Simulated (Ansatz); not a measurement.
In doubt: one-shot GW on d or f shells is unsure, so the values of those runs are not to be relied on.

G0W0 rungs for CuBiPbS3 (Aikinite).

It takes space group Pnma (No. 62, orthorhombic). The conventional cell has a = 11.638 Å, b = 4.039 Å, c = 11.319 Å, α = 90.00°, β = 90.00°, γ = 90.00°. Nearest to Cu lie 4 S at 2.31 to 2.40 Å. Nearest to Bi lie 6 S at 2.66 to 3.16 Å. Nearest to Pb lie 7 S at 2.89 to 3.26 Å and 2 Cu at 3.29 Å. Nearest to S lie 2 Cu at 2.35 Å and 1 Bi at 2.66 Å and 2 Pb at 2.99 Å. Nearest to S lie 1 Cu at 2.31 Å and 3 Pb at 2.89 to 2.99 Å and 2 Bi at 2.95 Å. Nearest to S lie 1 Cu at 2.40 Å and 3 Bi at 2.76 to 3.16 Å and 2 Pb at 3.26 Å. Farther neighbours and most contacts between anions are not listed.

```yaml
crystal:
  lattice:
    - [11.63800, 0.00000, 0.00000]
    - [0.00000, 4.03900, 0.00000]
    - [0.00000, 0.00000, 11.31900]
  atoms:
    - { symbol: Cu, position: [0.23380, 0.25000, 0.20850] }
    - { symbol: Cu, position: [0.26620, 0.75000, 0.70850] }
    - { symbol: Cu, position: [0.73380, 0.25000, 0.29150] }
    - { symbol: Cu, position: [0.76620, 0.75000, 0.79150] }
    - { symbol: Bi, position: [0.01890, 0.25000, 0.68270] }
    - { symbol: Bi, position: [0.48110, 0.75000, 0.18270] }
    - { symbol: Bi, position: [0.51890, 0.25000, 0.81730] }
    - { symbol: Bi, position: [0.98110, 0.75000, 0.31730] }
    - { symbol: Pb, position: [0.83290, 0.25000, 0.01050] }
    - { symbol: Pb, position: [0.66710, 0.75000, 0.51050] }
    - { symbol: Pb, position: [0.33290, 0.25000, 0.48950] }
    - { symbol: Pb, position: [0.16710, 0.75000, 0.98950] }
    - { symbol: S, position: [0.71600, 0.25000, 0.69860] }
    - { symbol: S, position: [0.78400, 0.75000, 0.19860] }
    - { symbol: S, position: [0.21600, 0.25000, 0.80140] }
    - { symbol: S, position: [0.28400, 0.75000, 0.30140] }
    - { symbol: S, position: [0.04670, 0.25000, 0.14000] }
    - { symbol: S, position: [0.45330, 0.75000, 0.64000] }
    - { symbol: S, position: [0.54670, 0.25000, 0.36000] }
    - { symbol: S, position: [0.95330, 0.75000, 0.86000] }
    - { symbol: S, position: [0.37750, 0.25000, 0.05590] }
    - { symbol: S, position: [0.12250, 0.75000, 0.55590] }
    - { symbol: S, position: [0.87750, 0.25000, 0.44410] }
    - { symbol: S, position: [0.62250, 0.75000, 0.94410] }
```

The cell and positions come from the Crystallography Open Database and are kept as given unless a step says otherwise. Spin-orbit coupling is left out unless a run names it. PAW set soft_2, made with PBE.

Runs so far (Ansatz 0.2.0, start LDA, default PAW files, 2×4×2 mesh). Times are wall times on 1 × NVIDIA GB200 with 32 threads of Arm Neoverse V2, shared host, good to a factor of about two.

```tsv
bands summed	cutoff (eV)	gap on the mesh (eV)	time
361	33	1.449	23 s
779	66	1.073	37 s
```

Q: What should the next rung give, with 1525 bands and screening to 110 eV, and where is the limit?

The error falls about as one over the bands when the cutoff rises with them. A line through the two highest rungs given predicts 0.914 eV; the run gave 0.944 eV, close to it. The two highest rungs put the limit near 0.809 eV, the pair below near 0.748 eV; their difference is a rough measure of what is unsettled in bands and cutoff; the mesh is a separate error.

Gaps are over the mesh's points; an edge off the mesh would be missed. Limits: not at the basis limit; d shell near the gap, gap tends to lie low; no spin-orbit coupling; coarse k mesh.

[Paths, hosts, dates, memory and timing lines, banners, echoed tables and standing remarks are left out of the program output.]

[Logs are printed without paths, hosts, clocks, repeated set-up lines and the standing remarks that a program may print on its own settings, such as how far it seeks lower states.]

[Runs of the session that timed out or met a known fault of the program may be left out.]

[Cells called generated may have been cut or substituted from an entry of the Crystallography Open Database or the Materials Project.]

[Hosts, paths, dates, database ids (printed as entryN), source tags and the programs' standing remarks are cut or masked in the printed files.]
